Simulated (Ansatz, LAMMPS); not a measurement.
# Relaxing glassy 55SiO2-24Al2O3-11BaO-11CaO (mol %) (124 atoms), part 3 of 3

Aim: bring glassy 55SiO2-24Al2O3-11BaO-11CaO (mol %) (124 atoms) to a nearby minimum of the energy and see what moves.

Ansatz 0.2.0; Kohn-Sham DFT, PBE, PAW (set soft_2), plane waves.

The cell: 21 Si, 18 Al, 4 Ba, 4 Ca and 77 O. The quench rate of 60 K/ps is orders of magnitude faster than experiment. The starting topology of bonds comes from the classical model. The Brillouin zone is sampled at Γ only, in a cell whose shortest periodic width is 12 Å. Spin–orbit coupling is left out.

So far, density (g/cm³): step 5 (distances and neighbours after relaxation) 3.09.

## Step 6: Single point at the relaxed geometry

One more single point at the end of the walk gives the fuller output and checks the residual forces.

The input, input.yaml:

```yaml
crystal:
  lattice:
    - [11.74621, 0.0, 0.0]
    - [0.0, 11.74621, 0.0]
    - [0.0, 0.0, 11.74621]
  atoms:
    - { symbol: Si, position: [0.48532, 0.76686, 0.89342] }
    - { symbol: Si, position: [0.33781, 0.33808, 0.84114] }
    - { symbol: Si, position: [0.22263, 0.34012, 0.18848] }
    - { symbol: Si, position: [0.43785, 0.14809, 0.38969] }
    - { symbol: Si, position: [0.04301, 0.44805, 0.02514] }
    - { symbol: Si, position: [0.35223, 0.99787, 0.82988] }
    - { symbol: Si, position: [0.7481, 0.99824, 0.90453] }
    - { symbol: Si, position: [0.50752, 0.51815, 0.52461] }
    - { symbol: Si, position: [0.31059, 0.79047, 0.49714] }
    - { symbol: Si, position: [0.42225, 0.95534, 0.21944] }
    - { symbol: Si, position: [0.00301, 0.10433, 0.49443] }
    - { symbol: Si, position: [0.67496, 0.93214, 0.31025] }
    - { symbol: Si, position: [0.25304, 0.74856, 0.16064] }
    - { symbol: Si, position: [0.75987, 0.20633, 0.73201] }
    - { symbol: Si, position: [0.51731, 0.08354, 0.00352] }
    - { symbol: Si, position: [0.09191, 0.13671, 0.17449] }
    - { symbol: Si, position: [0.5415, 0.35827, 0.70603] }
    - { symbol: Si, position: [0.01259, 0.80237, 0.27896] }
    - { symbol: Si, position: [0.74282, 0.60398, 0.56334] }
    - { symbol: Si, position: [0.11471, 0.70155, 0.67161] }
    - { symbol: Si, position: [0.80492, 0.6859, 0.33182] }
    - { symbol: Al, position: [0.18015, 0.45266, 0.66611] }
    - { symbol: Al, position: [0.48495, 0.27443, 0.16686] }
    - { symbol: Al, position: [0.20895, 0.01684, 0.37184] }
    - { symbol: Al, position: [0.46293, 0.97072, 0.60356] }
    - { symbol: Al, position: [0.42643, 0.62142, 0.30094] }
    - { symbol: Al, position: [0.89873, 0.02148, 0.24639] }
    - { symbol: Al, position: [0.71126, 0.99902, 0.56836] }
    - { symbol: Al, position: [0.00686, 0.27719, 0.80036] }
    - { symbol: Al, position: [0.32212, 0.39045, 0.4156] }
    - { symbol: Al, position: [0.69127, 0.82797, 0.71433] }
    - { symbol: Al, position: [0.86764, 0.45566, 0.25085] }
    [... 86 atom lines left out ...]
    - { symbol: O, position: [0.35981, 0.0481, 0.31488] }
    - { symbol: O, position: [0.74527, 0.13718, 0.61385] }
    - { symbol: O, position: [0.44339, 0.02275, 0.10393] }
    - { symbol: O, position: [0.34942, 0.24532, 0.43388] }
    - { symbol: O, position: [0.95011, 0.88861, 0.18693] }
    - { symbol: O, position: [0.28911, 0.46211, 0.77373] }
kpoints:
  mp_grid: { grid: [1, 1, 1] }
hamiltonian:
  xc: pbe
scf:
  occupations: { method: gaussian, width: 0.025 }
output:
  forces: true
  stress: true
  populations: intrinsic
  dos:
    method: { smearing: { sigma: 0.08 } }
    de: 0.1
    projected: { site_lists: { Al: [Al], Ba: [Ba], Ca: [Ca], O: [O], Si: [Si] } }
  eigenvalues: true
  write_density: true
  write_potential: true
  volumetric_format: npy
```

Launch:

```bash
$ ansatz run input.yaml --threads 4 --pin off --max-ram 8192MiB --backend cpu --events-out ev --progress --plain --runs-dir out
```

Numbers of over 12 decimals in the logs are rounded to 6 here.

Output:

```text
[...]
Crystal: 124 atoms, lattice volume = 1620.665 Å³
Basis set: ecut = 420 eV, 31559 PW (Γ), exchange–correlation on 160×160×160 points (8 copies of the dense FFT grid, shifted against one another)
Bands: 464, of which v1, the nominal top of the filled ones, is band 340 counted from 1 (339 counted from 0)
Symmetry: 1 space group operations
[...]
k-points: 1
[...]
SCF iter   1: F=—  HF=-97945.537684 eV  |F-HF|=—  |Δ(HF+E_count)|=         —  Δρ=1.91e-3  dr2=7.29e-2  ethr=1.77e-3  ⟨swp⟩=7.0  Hψ=2265  notcnv=0  defer=101
[...]
SCF iter   9: F=-97945.558211 eV  HF=-97945.558211 eV  |F-HF|=2.56e-8  |Δ(HF+E_count)|=   6.60e-8  Δρ=1.30e-6  dr2=2.90e-8  ethr=1.47e-11  ⟨swp⟩=21.0  Hψ=4536  notcnv=0
SCF 1 converged in 9 iterations: F = -97945.558211 eV  dr2 = 2.90e-8
[...]
SCF converged after 9 iterations
Free energy (F): -97945.558211 eV
[...]
Internal energy: -97945.558211 eV  (E = F + TS)
E sigma→0 (E₀):  -97945.558211 eV
Fermi energy:    6.631487 eV
[...]
--- Forces (eV/Å), atoms counted from 1 ---
  atom   1  Si    -0.00778420    -0.00323679    -0.00906754
  atom   2  Si    -0.00683808    -0.01173037    -0.00813095
  atom   3  Si    -0.00336746     0.00734092     0.00816081
  atom   4  Si    -0.00843572     0.00450431     0.02162092
  atom   5  Si    -0.02000689     0.00336283    -0.00151644
  atom   6  Si    -0.00263926    -0.00068014     0.00478881
  atom   7  Si     0.01297226     0.00511067    -0.00196949
  atom   8  Si    -0.00732976     0.00623309     0.00524099
  atom   9  Si     0.02301504    -0.02094695    -0.00089858
  atom  10  Si    -0.00675599     0.00576236    -0.00769639
  atom  11  Si    -0.00072562     0.00203746    -0.01547334
  atom  12  Si    -0.00467905     0.00864318     0.00743704
  atom  13  Si    -0.01187925    -0.00481189     0.01236625
  atom  14  Si    -0.00745113    -0.00841675     0.01899794
[...]
atom 123  O     -0.00579182    -0.00198328    -0.00029407
  atom 124  O     -0.00206531     0.00241410    -0.00315520
  max |Σ_I F_I| component: 1.43e-4 eV/Å
--- Stress (GPa, compression-positive) ---
        1.403714       0.539700       0.429709
        0.539693       2.836652      -0.302280
        0.429703      -0.302279       2.417245
  P = ⅓ Tr σ = 2.2192 GPa (22.192 kbar)
--- Band table (eV) ---
[...]
--- intrinsic populations: 124 sites ---
  site symbol       q [e]
     0     Si      2.3050
     1     Si      2.3584
     2     Si      2.3017
[...]
123      O      6.8817
  spilling = 0.000000 (of n_electrons = 680.000000)
```

Run time: 23 s. Hardware: 4 threads of Intel Xeon Platinum 8488C (Sapphire Rapids), shared host; peak memory 2.5 GiB; 85 s of CPU time.

Numbers from this run:

```
free energy                                      : -97945.5582 eV
free energy per atom                             : -789.8835 eV/atom
SCF cycles                                       : 9
pressure                                         : 2.219 GPa
r.m.s. force component                           : 0.0086 eV/Å
longest force                                    : 0.05194 eV/Å
Fermi energy                                     : 6.631 eV
gap (highest filled to lowest empty level) : 3.989 eV
```

Intrinsic-atomic-orbital charges by element and coordination:

```
element  coordination  atoms  mean charge (e)  spread  least    most
     Al           all     18             1.29  0.0437   1.17    1.35
     Al             4     16             1.29  0.0436   1.17    1.35
     Al             5      2             1.26  0.0384   1.23    1.30
     Ba           all      4             1.91  0.0121   1.90    1.93
     Ba             5      1             1.90       0   1.90    1.90
     Ba             7      2             1.91  0.0056   1.90    1.91
     Ba             8      1             1.93       0   1.93    1.93
     Ca           all      4             1.80  0.0223   1.77    1.82
     Ca             6      2             1.79  0.0262   1.77    1.82
     Ca             7      2             1.82  0.0033   1.81    1.82
      O           all     77           -0.955  0.0795  -1.26  -0.831
      O             2     26           -0.903  0.0403  -1.05  -0.853
      O             3     45           -0.972  0.0771  -1.26  -0.831
      O             4      6            -1.06  0.0747  -1.15  -0.936
     Si           all     21             1.69  0.0339   1.63    1.77
```

Density of states as counts of states in windows of 1 eV (from the Fermi level), total and the larger projections:

```
from (eV)  to (eV)  total   O p  Si p  Ba p
      -18      -17    2.3   0.0   0.0   0.0
      -17      -14    0.0   0.0   0.0   0.0
      -14      -13    7.7   0.2   0.0   7.2
      -13      -12   16.3   0.7   0.1  15.2
      -12      -11    6.0   3.9   0.3   0.1
      -11      -10   11.5   7.8   0.6   0.0
      -10       -9   15.5  10.9   1.1   0.0
       -9       -8   30.9  22.9   3.2   0.1
       -8       -7   44.8  34.5   4.5   0.1
       -7       -6   52.2  41.9   4.2   0.1
       -6       -5   70.3  60.7   2.5   0.2
       -5       -4   92.6  84.9   1.6   0.3
       -4       -3   92.1  87.0   0.9   0.2
       -3       -2   45.7  43.6   0.3   0.1
       -2       -1    0.4   0.4   0.0   0.0
       -1        1    0.0   0.0   0.0   0.0
        1        2    1.7   0.0   0.0   0.0
        2        3    2.1   0.1   0.1   0.0
        3        4   27.0   1.8   1.6   0.0
        4        5   47.7   3.0   4.0   0.0
```

The curve was stored every 0.10 eV, coarse against its broadening of 0.08 eV, so these counts are rough.

Between -26 and -18 eV lie 176 more states.

The levels nearest the highest filled one (over half full), pooled over k-points and spins:

```
level less the highest filled one (eV)  occupation
                                -0.467           2
                                -0.390           2
                                -0.356           2
                                -0.317           2
                                -0.273           2
                                     0           2
                                  3.99           0
                                  4.97           0
                                  5.20           0
                                  5.32           0
                                  5.44           0
                                  5.46           0
```

Valence density in the ab plane at fractional z = 0.041, with atoms of Si and Al and Ba and Ca and O within 0.2 Å of it. It is the smooth field of the valence electrons, not physical close to the nuclei.

Ten steps, logarithmic in the rise over the least value, from '0' (0.0 e/Å³) to '9' (6.4 e/Å³), each cell a mean:
```
000000000000123432223321135786410
000000000000011110111110123554311
110000000000000000000000122322222
211011222100001233210012344311233
321124676310013577632124776421233
221236998521014799853236887532223
111236897521013688743234665321111
111123554210012344432223332100000
122211111100123222234443210000001
344310000001467642247885310000001
344321000003699973358997310000012
344322110003689863246875210001223
323445431001356531123432100012344
323568753101222210001110000012344
333467752111232110000000011112233
222234431011222110000001234432222
111111110011111111221012466664211
000011100011111134664213565566310
001233310000001247997423565565310
013578631000001257996422456654210
124799852000012345664210123321110
013688641000123433432110011221100
001234310000245553333211123453210
000011000001245653334321135786310
```
Columns run along a (11.7 Å), rows up along b (11.7 Å). Atoms in or near the plane, at fractional coordinates: Si at (0.04, 0.45), Al at (0.88, 0.85), Ba at (0.81, 0.25), Ca at (0.43, 0.54), O at (0.56, 0.20), O at (0.21, 0.75), O at (0.51, 0.76), O at (0.65, 0.55), O at (0.15, 0.14).

Electrostatic potential energy in the ab plane at fractional z = 0.041, with atoms of Si and Al and Ba and Ca and O within 0.2 Å of it. With pseudopotentials it is smooth inside the atoms' cores, unlike the true potential.

Ten even steps from '0' (-37 eV) to '9' (12 eV), each cell a mean:
```
999999999999999999999999998436999
999999999999999999999999998766789
999999999999999999999999998556568
999999999999999999999999997577668
999999667999999854799999646655578
999996102899999500277787314877789
998886214899999732565568768999999
998889889999999998865568999999999
999999999999887888887789999999999
999999999998632368985248999999999
988999999987300037882006999999999
545789999987400047996348999999998
000378899998754578999999999999985
000353489999988899999999999999985
534664589999999999999999988899987
888999999999999999999998876678899
999999999999999999999998631125899
999999999999999998779987410003789
999999999999999984015997410013789
999843799999999884016998642246899
999500389999998754468999887788999
999733699999998400168999999999999
999999999999997510268999999989999
999999999999997666789999998437999
```
Columns run along a (11.7 Å; values clipped at the 3rd and 97th percentile), rows up along b (11.7 Å). Atoms in or near the plane, at fractional coordinates: Si at (0.04, 0.45), Al at (0.88, 0.85), Ba at (0.81, 0.25), Ca at (0.43, 0.54), O at (0.56, 0.20), O at (0.21, 0.75), O at (0.51, 0.76), O at (0.65, 0.55), O at (0.15, 0.14).

Mean intrinsic-atomic-orbital charges: Al +1.29, Ba +1.91, Ca +1.80, O -0.96, Si +1.69 e.

A closer look about O59, which has 4 bonded neighbours where the commonest count for O is 3: 17 atoms, nearest first, numbered in the order of the input, with positions taken from that point.

```
atom      x      y      z  distance (Å)  bonds  intrinsic-atomic-orbital charge (e)
 O59   0.00   0.00   0.00          0.00      4                                -0.94
Al26  -1.53  -0.18   0.87          1.77      4                                 1.31
Al34   0.86   0.74  -1.50          1.88      4                                 1.24
Al37   1.01  -1.70  -0.44          2.02      5                                 1.23
 O94   2.38  -0.76   0.46          2.54      3                                -0.88
 O98   1.09  -0.97  -2.11          2.56      4                                -1.14
O109  -0.51  -2.57  -0.53          2.67      3                                -1.04
 O97  -0.55   1.42  -2.32          2.77      3                                -0.95
 O51  -2.73  -0.07  -0.47          2.77      3                                -0.99
Ca45  -1.47  -1.15  -2.18          2.87      7                                 1.82
 O63  -1.38  -1.69   2.05          2.99      3                                -0.86
 O88   2.07   1.96   1.10          3.05      2                                -0.85
Si21   2.91   0.57   1.23          3.21      4                                 1.73
 O70  -0.17   3.20   0.51          3.25      2                                -0.86
 O54   0.75  -0.55   3.12          3.26      2                                -0.87
 O67  -2.44   0.74   2.04          3.26      3                                -0.95
 O75   2.38   1.53  -1.80          3.35      2                                -0.96
```

The column of bonds counts only the pairs O-Si within 2.12 Å, O-Al within 2.38 Å, O-Ba within 3.29 Å, O-Ca within 2.98 Å; other neighbours, such as metal atoms beside each other in a compound, aren't counted, and periodic images can show an atom twice.

## Step 7: Results

| Property | Result |
| --- | --- |
| energy change in the relaxation | -83.51 meV/atom |
| r.m.s. displacement | 0.333 Å |
| largest displacement | 0.814 Å |
| free energy per atom | -789.8835 eV/atom |
| pressure | 2.219 GPa |
| r.m.s. force component | 0.0086 eV/Å |
| gap (highest filled to lowest empty level) | 3.989 eV |
| wall time of the 3 DFT runs | 6.3 min |

Relaxation lowers the energy by 83.5 meV/atom and moves atoms by 0.33 Å r.m.s.; the r.m.s. force component goes from 1.2 to 0.0086 eV/Å, the pressure goes from 8.2 to 2.2 GPa, and the gap from 3.03 to 3.99 eV. By the final cutoffs 5 of 206 bonded pairs parted and 10 joined. From the first step to the last the energy fell by 10.356 eV, and the largest move was 0.81 Å (O58). The O-Ba bonds change most in mean length: from 2.945 Å (spread 0.197) to 2.828 Å (spread 0.173), and their number from 25 to 27. With the cutoffs above, 89 % of Al atoms have 4, 50 % of Ba atoms have 7, 50 % of Ca atoms have 6 and as many 7 and 58 % of O atoms have 3 bonded neighbours. 84 % of the oxygens bridge two formers (Si and Al) and 5 % are non-bridging; 10 % join three. The highest filled and lowest empty levels differ by 3.99 eV (at Γ alone); a semilocal functional tends to put such gaps too low. In a disordered cell it changes from sample to sample, and tail or defect levels can set it.

What to keep in mind: The starting topology of bonds comes from the classical model; in DFT 5 of its 206 bonded pairs passed out of the cutoffs and 10 came within them. The pressure of 2.2 GPa means that a free cell would grow at this level.

[Logs are printed without paths, hosts, clocks, repeated set-up lines and the standing remarks that a program may print on its own settings, such as how far it seeks lower states.]

[Hosts, paths, dates, database ids (printed as entryN), source tags and the programs' standing remarks are cut or masked in the printed files.]
